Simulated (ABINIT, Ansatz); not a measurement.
# Cs2NaAlH6 (Fm-3m): one start, several treatments of the self-energy

Aim: compare treatments of exchange, screening and correlation for the gap of Cs2NaAlH6 (Fm-3m).

Method: LDA and many-body steps on it, plane waves, in ABINIT 10.8.3.

### 1. The starting structure

Symmetry: Fm-3m, No. 225, cubic system. Conventional cell: a = 8.626 Å, b = 8.626 Å, c = 8.626 Å, α = 90.00°, β = 90.00°, γ = 90.00°. Cs has 12 H at 3.07 Å nearest. Nearest to Na lie 6 H at 2.51 Å. Nearest to Al lie 6 H at 1.80 Å. Nearest to H lie 1 Al at 1.80 Å and 1 Na at 2.51 Å and 4 H at 2.55 Å and 4 Cs at 3.07 Å. Farther neighbours are not listed.

Structure file:

```cif
data_structure
_symmetry_space_group_name_H-M 'P 1'
_symmetry_Int_Tables_number 1
_cell_length_a 6.0994
_cell_length_b 6.0994
_cell_length_c 6.0994
_cell_angle_alpha 60.000
_cell_angle_beta 60.000
_cell_angle_gamma 60.000
_cell_volume 160.46
loop_
_atom_site_label
_atom_site_type_symbol
_atom_site_fract_x
_atom_site_fract_y
_atom_site_fract_z
_atom_site_occupancy
Cs1 Cs 0.25000 0.25000 0.25000 1
Cs2 Cs 0.75000 0.75000 0.75000 1
Na3 Na 0.50000 0.50000 0.50000 1
Al4 Al 0.00000 0.00000 0.00000 1
H5 H 0.20876 0.79124 0.79124 1
H6 H 0.20876 0.79124 0.20876 1
H7 H 0.79124 0.20875 0.79124 1
H8 H 0.79124 0.79124 0.20876 1
H9 H 0.20876 0.20875 0.79124 1
H10 H 0.79124 0.20875 0.20876 1
```

The cell and positions are those that the Materials Project relaxed with its own functionals (PBE, PBE+U or r2SCAN), kept fixed. Spin-orbit coupling is left out unless a step names it.

### 2. Empty states on the mesh, 2×2×2 mesh, 304 bands

This step: ABINIT 10.8.3; DFT, LDA, plane waves, norm-conserving pseudopotentials.

The sums over transitions need many empty states on a uniform mesh; this step solves for them.

The input, run.abi:

```
acell 3*1.0 Angstrom
rprim 
  -0.000000000000 4.312959000000 4.312959000000
  4.312959000000 -0.000000000000 4.312959000000
  4.312959000000 4.312959000000 -0.000000000000
ntypat 4
znucl 55 11 13 1
natom 10
typat 1 1 2 3 4 4 4 4 4 4
xred 
  0.250000000000 0.250000000000 0.250000000000
  0.750000000000 0.750000000000 0.750000000000
  0.500000000000 0.500000000000 0.500000000000
  -0.000000000000 -0.000000000000 0.000000000000
  0.208755000000 0.791245000000 0.791245000000
  0.208755000000 0.791245000000 0.208755000000
  0.791245000000 0.208755000000 0.791245000000
  0.791245000000 0.791245000000 0.208755000000
  0.208755000000 0.208755000000 0.791245000000
  0.791245000000 0.208755000000 0.208755000000
pp_dirpath "pseudos"
pseudos "Cs.upf, Na.upf, Al.upf, H.upf"
ecut 38
ngkpt 2 2 2
nshiftk 1
shiftk 0 0 0
kptopt 1
chksymbreak 0
iscf -2
irdden 1
istwfk *1
nband 304
nbdbuf 26
tolwfr 1e-09
nstep 60
prtvol 0
indata_prefix "in"
outdata_prefix "out"
tmpdata_prefix "tmp"
```

Run with:

```bash
$ OMP_NUM_THREADS=1 mpirun -n 4 abinit run.abi > log
```

Numbers of over 12 decimals in the logs are rounded to 6 here.

The log of the run:

```text
.Version 10.8.3 of ABINIT. v10.8.2 released Aug 2026.

 Symmetries : space group Fm -3 m (#225); Bravais cF (face-center cubic)
[... echo of the input left out ...]
== DATASET  1 ==================================================================
-   mpi_nproc: 4, omp_nthreads: 1 (-1 if OMP is not activated)
-    --> not optimal distribution: autoparal keyword recommended in input file <--

--- !DatasetInfo
iteration_state: {dtset: 1, }
dimensions: {natom: 10, nkpt: 3, mband: 304, nsppol: 1, nspinor: 1, nspden: 1, mpw: 12150, }
cutoff_energies: {ecut:  38.0, pawecutdg:  -1.0, }
[...]
2.79269    2.79270    2.79270    2.79788    2.79788    2.79788    2.79960    2.79960
   2.79960    2.83174    2.83176    2.85087    2.85092    2.85132    2.86119    2.89685
 prteigrs : prtvol=0 or 1, do not print more k-points.

== END DATASET(S) ==============================================================
================================================================================

 -outvars: echo values of variables after computation  --------
            nband         304
             nkpt           3
          spgroup         225
 [... the other variables as echoed above ...]

 Calculation completed.
```

Elapsed: 6 min, on 4 MPI ranks of Arm Neoverse N1, shared host; peak memory 0.68 GiB; 24 min of CPU time.

Numbers from this step:

* gap: 1.756 eV
* k of the valence top: 0.5, 0.5, 0
* k of the conduction bottom: 0, 0, 0
* least direct gap: 2.221 eV
* k points computed: 3
* lowest point of the top converged band, above the valence top: 70.9311 eV

On this mesh the gap is 1.756 eV.

The density comes from a self-consistent run that is not shown.

### 3. Screening, 2×2×2 mesh, 124 bands, screening to 114.3 eV

The RPA dielectric matrix is built and inverted for each q.

This step: RPA screening on LDA, plane waves, norm-conserving pseudopotentials.

run.abi, as its differences from that of step 2:

```diff
@@ -28,10 +28,11 @@
 chksymbreak 0
-iscf -2
-irdden 1
 istwfk *1
-nband 304
-nbdbuf 26
-tolwfr 1e-09
-nstep 60
-prtvol 0
+occopt 1
+irdwfk 1
+optdriver 3
+nband 124
+ecuteps 4.2
+inclvkb 2
+awtr 1
+symchi 1
 indata_prefix "in"
```

The log of the run:

```text
.Version 10.8.3 of ABINIT. v10.8.2 released Aug 2026.

 Symmetries : space group Fm -3 m (#225); Bravais cF (face-center cubic)
[... echo of the input left out ...]
== DATASET  1 ==================================================================
-   mpi_nproc: 4, omp_nthreads: 1 (-1 if OMP is not activated)

--- !DatasetInfo
iteration_state: {dtset: 1, }
dimensions: {natom: 10, nkpt: 3, mband: 124, nsppol: 1, nspinor: 1, nspden: 1, mpw: 12150, }
cutoff_energies: {ecut:  38.0, pawecutdg:  -1.0, }
electrons: {nelect:   3.60000000E+01, charge:   0.00000000E+00, occopt:   1.00000000E+00, tsmear:   1.00000000E-02, }

 SCREENING: Calculation of the susceptibility and dielectric matrices

 Based on a program developped by R.W. Godby, V. Olevano, G. Onida, and L. Reining.
 Incorporated in ABINIT by V. Olevano, G.-M. Rignanese, and M. Torrent.
.Using double precision arithmetic ; gwpc =  8

[... cell and pseudopotentials left out ...]
--------------------------------------------------------------------------------

 ==== K-mesh for the wavefunctions ====
 Number of points in the irreducible wedge :     3
[... list of points left out ...]
 Together with 48 symmetry operations and time-reversal symmetry
 yields     8 points in the full Brillouin Zone.

 ==== Q-mesh for the screening function ====
 Number of points in the irreducible wedge :     3
[... list of points left out ...]
 Together with 48 symmetry operations and time-reversal symmetry
 yields     8 points in the full Brillouin Zone.

 setmesh: FFT mesh size selected  =    45x   45x   45
          total number of points  =        91125

 vcoul_init : cutoff-mode = AUXILIARY_FUNCTION
 q-points for optical limit:   1
     1)      0.000010    0.000020    0.000030

- screening: taking advantage of time-reversal symmetry
- Maximum band index for partially occupied states nbvw = 18
- Remaining bands to be divided among processors   nbcw = 106
- Number of bands treated by each node ~26

 Number of electrons calculated from density =   36.0000; Expected =   36.0000
 average of density, n =  0.033247
 r_s =    1.9292
 omega_plasma =   17.5886 [eV]

 calculating chi0 at frequencies [eV] :
  1    0.000000E+00    0.000000E+00
  2    0.000000E+00    1.758857E+01

--------------------------------------------------------------------------------
  q-point number  1        q = ( 0.000000, 0.000000, 0.000000) [r.l.u.]
--------------------------------------------------------------------------------
[... chi0 elements left out ...]
 For q-point:  0.000010 0.000020 0.000030
  dielectric constant =   4.3816
  dielectric constant without local fields =   5.0376

  Average fulfillment of the sum rule on Im[epsilon] for q-point    1 :     62.97  [%]
[... wings left out ...]
  q-point number  2        q = ( 0.500000, 0.000000, 0.000000) [r.l.u.]
--------------------------------------------------------------------------------
[... chi0 elements left out ...]
  Average fulfillment of the sum rule on Im[epsilon] for q-point    2 :     69.67  [%]

 [... 1 further q-points ...]
```

Wall time 57 s (4 MPI ranks); peak memory 2.2 GiB; 3.8 min of CPU time.

This step gave:

- ε∞ with local fields, on this mesh, along the program's q direction: 4.382
- the same without local fields: 5.038
- plasma frequency: 17.59 eV
- plane waves in the screening matrix: 459

Local fields lower ε∞ by 13 %. On a Γ-centred mesh this coarse the value itself is usually too large, while a short band sum pulls it down.

### 4. G0W0, Godby-Needs plasmon pole

The self-energy is evaluated for the states that the input lists, and the levels follow from it, in one-shot runs by the linearised quasiparticle equation.

This step: G0W0 on LDA, plane waves, norm-conserving pseudopotentials.

run.abi, as its differences from that of step 3:

```diff
@@ -31,8 +31,17 @@
 irdwfk 1
-optdriver 3
+optdriver 4
 nband 124
+gwcalctyp 0
+ecutsigx 38
+symsigma 1
+nkptgw 2
+kptgw 
+  0.5000000000 0.5000000000 0.0000000000
+  0.0000000000 0.0000000000 0.0000000000
+bdgw 
+  17 20
+  17 22
 ecuteps 4.2
-inclvkb 2
-awtr 1
-symchi 1
+irdscr 1
+ppmodel 1
 indata_prefix "in"
```

The log of the run:

```text
.Version 10.8.3 of ABINIT. v10.8.2 released Aug 2026.

 Symmetries : space group Fm -3 m (#225); Bravais cF (face-center cubic)
[... echo of the input left out ...]
== DATASET  1 ==================================================================
-   mpi_nproc: 4, omp_nthreads: 1 (-1 if OMP is not activated)

--- !DatasetInfo
iteration_state: {dtset: 1, }
dimensions: {natom: 10, nkpt: 3, mband: 124, nsppol: 1, nspinor: 1, nspden: 1, mpw: 12150, }
cutoff_energies: {ecut:  38.0, pawecutdg:  -1.0, }
electrons: {nelect:   3.60000000E+01, charge:   0.00000000E+00, occopt:   1.00000000E+00, tsmear:   1.00000000E-02, }

 SIGMA: Calculation of the GW corrections

 Based on a program developped by R.W. Godby, V. Olevano, G. Onida, and L. Reining.
 Incorporated in ABINIT by V. Olevano, G.-M. Rignanese, and M. Torrent.
.Using double precision arithmetic ; gwpc =  8

[... cell and pseudopotentials left out ...]
--------------------------------------------------------------------------------

 ==== K-mesh for the wavefunctions ====
 Number of points in the irreducible wedge :     3
[... list of points left out ...]
 Together with 48 symmetry operations and time-reversal symmetry
 yields     8 points in the full Brillouin Zone.

 ==== Q-mesh for screening function ====
 Number of points in the irreducible wedge :     3
[... list of points left out ...]
 Together with 48 symmetry operations and time-reversal symmetry
 yields     8 points in the full Brillouin Zone.

 vcoul_init : cutoff-mode = AUXILIARY_FUNCTION
 q-points for optical limit:   1
     1)      0.000010    0.000020    0.000030
 setmesh: FFT mesh size selected  =    64x   64x   64
          total number of points  =       262144

 Number of electrons calculated from density =   36.0000; Expected =   36.0000
 average of density, n =  0.033247
 r_s =    1.9292
 omega_plasma =   17.5886 [eV]

 === KS Band Gaps ===
  >>>> For spin  1
   Minimum direct gap =   2.2207 [eV], located at k-point      :   0.0000  0.0000  0.0000
   Fundamental gap    =   1.7564 [eV], Top of valence bands at :   0.5000  0.5000  0.0000
                                       Bottom of conduction at :   0.0000  0.0000  0.0000
 SIGMA fundamental parameters:
 PLASMON POLE MODEL  1
 number of plane-waves for SigmaX                12039
 number of plane-waves for SigmaC and W            459
 number of plane-waves for wavefunctions         12039
 number of bands                                   124
 number of independent spin polarizations            1
 number of spinorial components                      1
 number of k-points in IBZ                           3
 number of q-points in IBZ                           3
 number of symmetry operations                      48
 number of k-points in BZ                            8
 number of q-points in BZ                            8
 number of frequencies for dSigma/dE                 9
 frequency step for dSigma/dE [eV]                0.25
 number of omega for Sigma on real axis              0
 max omega for Sigma on real axis  [eV]           0.00
 zcut for avoiding poles [eV]                     0.10

 EPSILON^-1 parameters (SCR file):
 dimension of the eps^-1 matrix on file            459
 dimension of the eps^-1 matrix used               459
 number of plane-waves for wavefunctions         12039
 number of bands                                   124
 number of q-points in IBZ                           3
 number of frequencies                               2
 number of real frequencies                          1
 number of imag frequencies                          1

 matrix elements of self-energy operator (all in [eV])

 Perturbative Calculation

--- !SelfEnergy_ee
iteration_state: {dtset: 1, }
kpoint     : [   0.500,    0.500,    0.000, ]
spin       : 1
KS_gap     :    3.447
QP_gap     :    5.327
Delta_QP_KS:    1.880
data: !SigmaeeData |
     Band     E0 <VxcDFT>   SigX SigC(E0)      Z dSigC/dE  Sig(E)    E-E0       E
       17   0.877 -10.223 -12.979   1.886   0.792  -0.263 -10.912  -0.689   0.188
       18   1.987 -10.799 -13.728   2.013   0.788  -0.269 -11.522  -0.722   1.265
       19   5.434  -7.988  -3.458  -3.140   0.833  -0.200  -6.830   1.158   6.592
       20   6.366  -8.237  -3.582  -3.202   0.830  -0.205  -7.031   1.206   7.572

--- !SelfEnergy_ee
iteration_state: {dtset: 1, }
kpoint     : [   0.000,    0.000,    0.000, ]
spin       : 1
KS_gap     :    2.221
QP_gap     :    3.979
Delta_QP_KS:    1.758
data: !SigmaeeData |
     Band     E0 <VxcDFT>   SigX SigC(E0)      Z dSigC/dE  Sig(E)    E-E0       E
       17   1.523 -10.340 -13.117   1.913   0.790  -0.265 -11.023  -0.683   0.840
       18   1.523 -10.340 -13.117   1.913   0.790  -0.265 -11.023  -0.683   0.840
       19   3.744  -8.104  -3.888  -2.920   0.830  -0.205  -7.029   1.075   4.819
       20   7.544  -8.602  -3.839  -3.306   0.821  -0.218  -7.406   1.196   8.740
       21   7.544  -8.602  -3.839  -3.306   0.821  -0.218  -7.406   1.196   8.740
       22   7.544  -8.602  -3.839  -3.306   0.821  -0.218  -7.406   1.196   8.740

== END DATASET(S) ==============================================================
================================================================================

 -outvars: echo values of variables after computation  --------
           etotal      0.0000000000E+00
            nband         124
             nkpt           3
          spgroup         225
 [... the other variables as echoed above ...]

 Calculation completed.
```

The job ended after 28 s (4 MPI ranks; peak memory 1.5 GiB; 1.9 min of CPU time).

Numbers from this step:

| Property | Result |
| --- | --- |
| G0W0 gap on the points computed | 3.554 eV |
| starting gap on the mesh | 1.756 eV |
| k of the valence top | 0.5, 0.5, 0 |
| k of the conduction bottom | 0, 0, 0 |
| Z at the valence top | 0.788 |
| Z at the conduction bottom | 0.83 |
| least direct G0W0 gap on the computed points | 3.979 eV |

The gap on the mesh goes from 1.76 eV to 3.55 eV, a correction of +1.80 eV.

### 5. G0W0, Engel-Farid plasmon pole

run.abi, as its differences from that of step 4:

```diff
@@ -45,3 +45,3 @@
 irdscr 1
-ppmodel 1
+ppmodel 4
 indata_prefix "in"
```

The log of the run:

```text
.Version 10.8.3 of ABINIT. v10.8.2 released Aug 2026.

 Symmetries : space group Fm -3 m (#225); Bravais cF (face-center cubic)
[... echo of the input left out ...]
== DATASET  1 ==================================================================
-   mpi_nproc: 4, omp_nthreads: 1 (-1 if OMP is not activated)

--- !DatasetInfo
iteration_state: {dtset: 1, }
dimensions: {natom: 10, nkpt: 3, mband: 124, nsppol: 1, nspinor: 1, nspden: 1, mpw: 12150, }
cutoff_energies: {ecut:  38.0, pawecutdg:  -1.0, }
electrons: {nelect:   3.60000000E+01, charge:   0.00000000E+00, occopt:   1.00000000E+00, tsmear:   1.00000000E-02, }

 SIGMA: Calculation of the GW corrections

 Based on a program developped by R.W. Godby, V. Olevano, G. Onida, and L. Reining.
 Incorporated in ABINIT by V. Olevano, G.-M. Rignanese, and M. Torrent.
.Using double precision arithmetic ; gwpc =  8

[... cell and pseudopotentials left out ...]
--------------------------------------------------------------------------------

 ==== K-mesh for the wavefunctions ====
 Number of points in the irreducible wedge :     3
[... list of points left out ...]
 Together with 48 symmetry operations and time-reversal symmetry
 yields     8 points in the full Brillouin Zone.

 ==== Q-mesh for screening function ====
 Number of points in the irreducible wedge :     3
[... list of points left out ...]
 Together with 48 symmetry operations and time-reversal symmetry
 yields     8 points in the full Brillouin Zone.

 vcoul_init : cutoff-mode = AUXILIARY_FUNCTION
 q-points for optical limit:   1
     1)      0.000010    0.000020    0.000030
 setmesh: FFT mesh size selected  =    64x   64x   64
          total number of points  =       262144

 Number of electrons calculated from density =   36.0000; Expected =   36.0000
[...]
number of omega for Sigma on real axis              0
 max omega for Sigma on real axis  [eV]           0.00
 zcut for avoiding poles [eV]                     0.10

 EPSILON^-1 parameters (SCR file):
 dimension of the eps^-1 matrix on file            459
 dimension of the eps^-1 matrix used               459
 number of plane-waves for wavefunctions         12039
 number of bands                                   124
 number of q-points in IBZ                           3
 number of frequencies                               2
 number of real frequencies                          1
 number of imag frequencies                          1

 matrix elements of self-energy operator (all in [eV])

 Perturbative Calculation

--- !SelfEnergy_ee
iteration_state: {dtset: 1, }
kpoint     : [   0.500,    0.500,    0.000, ]
spin       : 1
KS_gap     :    3.447
QP_gap     :    5.339
Delta_QP_KS:    1.892
data: !SigmaeeData |
     Band     E0 <VxcDFT>   SigX SigC(E0)      Z dSigC/dE  Sig(E)    E-E0       E
       17   0.877 -10.223 -12.979   1.785   0.799  -0.252 -10.999  -0.776   0.101
       18   1.987 -10.799 -13.728   1.921   0.794  -0.259 -11.600  -0.801   1.187
       19   5.434  -7.988  -3.458  -3.229   0.839  -0.192  -6.897   1.092   6.526
[...]
--- !SelfEnergy_ee
iteration_state: {dtset: 1, }
kpoint     : [   0.000,    0.000,    0.000, ]
spin       : 1
KS_gap     :    2.221
QP_gap     :    4.000
Delta_QP_KS:    1.780
data: !SigmaeeData |
     Band     E0 <VxcDFT>   SigX SigC(E0)      Z dSigC/dE  Sig(E)    E-E0       E
[...]
21   7.544  -8.602  -3.839  -3.354   0.828  -0.208  -7.436   1.166   8.709
       22   7.544  -8.602  -3.839  -3.354   0.828  -0.208  -7.436   1.166   8.709

== END DATASET(S) ==============================================================
================================================================================

 -outvars: echo values of variables after computation  --------
           etotal      0.0000000000E+00
            nband         124
             nkpt           3
          spgroup         225
 [... the other variables as echoed above ...]

 Calculation completed.
```

Run time: 18 s. Hardware: 4 MPI ranks; peak memory 1.4 GiB.

This step gave:

* G0W0 gap on the points computed: 3.568 eV
* starting gap on the mesh: 1.756 eV
* k of the valence top: 0.5, 0.5, 0
* k of the conduction bottom: 0, 0, 0
* Z at the valence top: 0.794
* Z at the conduction bottom: 0.834
* least direct G0W0 gap on the computed points: 4 eV

Against G0W0 in ABINIT (2×2×2 mesh, 124 bands, screening to 114.3 eV, Godby-Needs plasmon pole), the gap moves by +0.014 eV.

### 6. G0W0, Hybertsen-Louie plasmon pole

run.abi, as its differences from that of step 5:

```diff
@@ -45,3 +45,3 @@
 irdscr 1
-ppmodel 4
+ppmodel 2
 indata_prefix "in"
```

The log of the run:

```text
.Version 10.8.3 of ABINIT. v10.8.2 released Aug 2026.

 Symmetries : space group Fm -3 m (#225); Bravais cF (face-center cubic)
[... echo of the input left out ...]
== DATASET  1 ==================================================================
-   mpi_nproc: 4, omp_nthreads: 1 (-1 if OMP is not activated)

--- !DatasetInfo
iteration_state: {dtset: 1, }
dimensions: {natom: 10, nkpt: 3, mband: 124, nsppol: 1, nspinor: 1, nspden: 1, mpw: 12150, }
cutoff_energies: {ecut:  38.0, pawecutdg:  -1.0, }
[...]
Band     E0 <VxcDFT>   SigX SigC(E0)      Z dSigC/dE  Sig(E)    E-E0       E
[...]
21   7.544  -8.602  -3.839  -3.556   0.860  -0.163  -7.564   1.038   8.581
       22   7.544  -8.602  -3.839  -3.556   0.860  -0.163  -7.564   1.038   8.581

== END DATASET(S) ==============================================================
================================================================================

 -outvars: echo values of variables after computation  --------
           etotal      0.0000000000E+00
            nband         124
             nkpt           3
          spgroup         225
 [... the other variables as echoed above ...]

 Calculation completed.
```

Run time: 28 s. Hardware: 4 MPI ranks; peak memory 1.4 GiB.

This step gave:

| Property | Result |
| --- | --- |
| G0W0 gap on the points computed | 3.395 eV |
| starting gap on the mesh | 1.756 eV |
| k of the valence top | 0.5, 0.5, 0 |
| k of the conduction bottom | 0, 0, 0 |
| least direct G0W0 gap on the computed points | 3.837 eV |

Against G0W0 in ABINIT (2×2×2 mesh, 124 bands, screening to 114.3 eV, Godby-Needs plasmon pole), the gap moves by −0.159 eV.

(Continued in part 2 of 2.)

[Paths, hosts, dates, memory and timing lines, banners, echoed tables and standing remarks are left out of the program output.]

[Logs are printed without paths, hosts, clocks, repeated set-up lines and the standing remarks that a program may print on its own settings, such as how far it seeks lower states.]

[Runs of the session that timed out or met a known fault of the program may be left out.]

[Hosts, paths, dates, database ids (printed as entryN), source tags and the programs' standing remarks are cut or masked in the printed files.]

[G0W0 gaps are taken among the corrected bands and points alone; a level outside them can change the order at an edge.]

[Where Ansatz stands beside ABINIT at settings called matched, ABINIT's density can come from a denser mesh and the files from another edition; pairs whose starting gaps differed by over 0.03 eV were left out, so agreement reads better than it is.]
